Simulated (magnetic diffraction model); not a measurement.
**Which magnetic order? NdYAl4**

Space group F-43m (no. 216), a = 7.9200 Å.

| site | atom | x | y | z |
| --- | --- | --- | --- | --- |
| 4c | Nd | 1/4 | 1/4 | 1/4 |
| 4a | Y | 0 | 0 | 0 |
| 16e | Al | 0.6256 | 0.1256 | 0.1256 |

This is a made-up structure (elements placed in a structure type, unrelaxed), so the numbers test the method and describe no known phase.

Only Nd is taken to order (form factors of Nd3+); orders and moment sizes are assumed, and not adapted to the symmetry. Radiation: neutrons of λ = 2.36 Å, 2° to 100°; isotropic B of 0.21 Å² (Nd), 0.23 Å² (Y) and 0.42 Å² (Al). The intensities are simulated: I ∝ L Σ (|F_N|² + |F_M⊥|²) for unpolarised neutrons, with F_M = 2.695 fm/μB × Σ f(s) S exp(2πi Q·r) exp(−B s²) at Q = H ± k (one set where k and −k are equivalent), only the part normal to Q counting and L = 1/(sin²θ cos θ). For a modulated order the moment at position r is S exp(−2πi k·r) + c.c., with S = m/2 for a sine wave of amplitude m and S = m(u + iv)/2 for moments turning in a plane, u and v being orthogonal unit vectors in it; the phase factor of the sum at Q = H + k is then exp(2πi H·r). Form factors are spin-only for 3d ions and dipole or tabulated for f ions, scattering lengths are Sears's of 1992, and absorption is left out. A label names one of the reflections at its angle. The strongest nuclear line in the range is 100, and lines under 0.2 are left out.

Above the ordering temperature:

```tsv
2θ (°)	index	I
29.91	(1 1 1)	5.8
49.85	(2 2 0)	50.1
59.23	(3 1 1)	100.0
62.14	(2 2 2)	18.3
81.00	(3 3 1)	3.5
93.76	(4 2 2)	43.1
```

Below it (cell unchanged):

| 2θ (°) | I |
| --- | --- |
| 27.33 | 4.2 |
| 29.91 | 5.8 |
| 33.06 | 2.0 |
| 35.03 | 3.1 |
| 46.25 | 1.1 |
| 49.85 | 50.1 |
| 50.11 | 1.6 |
| 53.77 | 0.6 |
| 54.30 | 0.3 |
| 57.78 | 2.2 |
| 59.07 | 0.8 |
| 59.23 | 100.0 |
| 61.12 | 1.8 |
| 62.14 | 18.3 |
| 65.58 | 0.6 |
| 73.38 | 0.7 |
| 76.80 | 0.8 |
| 79.74 | 0.6 |
| 80.86 | 0.5 |
| 81.00 | 3.5 |
| 82.66 | 0.6 |
| 83.77 | 1.2 |
| 85.55 | 0.5 |
| 86.66 | 0.4 |
| 91.08 | 0.9 |
| 93.76 | 43.1 |
| 96.85 | 0.7 |
| 97.29 | 0.3 |

**Question.** Check that the new lines index with k = (0 0 0.283), then choose among these models:
A. a sine wave with moments along [001] (amplitudes given), 2.7 μB on Nd
B. moments turning in the plane of [001] and [100], 2.7 μB on Nd
C. a sine wave with moments along [010] (amplitudes given), 2.7 μB on Nd
D. a sine wave with moments along [100] (amplitudes given), 2.7 μB on Nd

The new lines index as (1 1 0.717) at 27.33°, (1 1 1.283) at 33.06°, (2 0 0.283) at 35.03° and (2 0 1.717) at 46.25°, that is as H ± k with k = (0 0 0.283), one of 3 inequivalent arms of its star (k and −k counted as one), which a powder can't tell apart. Satellites come in pairs about each point of the reciprocal lattice.

Magnetic intensity, observed (below minus above) and for each model:

| 2θ (°) | index | observed | A | B | C | D |
| --- | --- | --- | --- | --- | --- | --- |
| 4.83 | (0 0 0.283) | <0.2 | <0.2 | 42.6 | 42.6 | 42.6 |
| 27.33 | (1 1 0.717) | 4.2 | 4.2 | 7.4 | 3.2 | 3.2 |
| 33.06 | (1 1 1.283) | 2.0 | 2.0 | 4.6 | 2.6 | 2.6 |
| 35.03 | (2 0 0.283) | 3.1 | 3.1 | 4.8 | 1.6 | 1.6 |
| 46.25 | (2 0 1.717) | 1.1 | 1.1 | 2.4 | 1.3 | 1.3 |
| 50.11 | (2 2 0.283) | 1.6 | 1.6 | 2.3 | 0.8 | 0.8 |
| 57.78 | (3 1 0.717) | 2.2 | 2.2 | 3.5 | 1.2 | 1.2 |
| 61.12 | (3 1 1.283) | 1.8 | 1.8 | 3.0 | 1.2 | 1.2 |

Model A matches.

The absence at (0 0 0.283) is telling: Q lies along the moments there, so the part normal to Q vanishes.

The structure used: k = (0 0 0.283), a sine wave with moments along [001] (amplitudes given), 2.7 μB on Nd.

[Logs are printed without paths, hosts, clocks, repeated set-up lines and the standing remarks that a program may print on its own settings, such as how far it seeks lower states.]
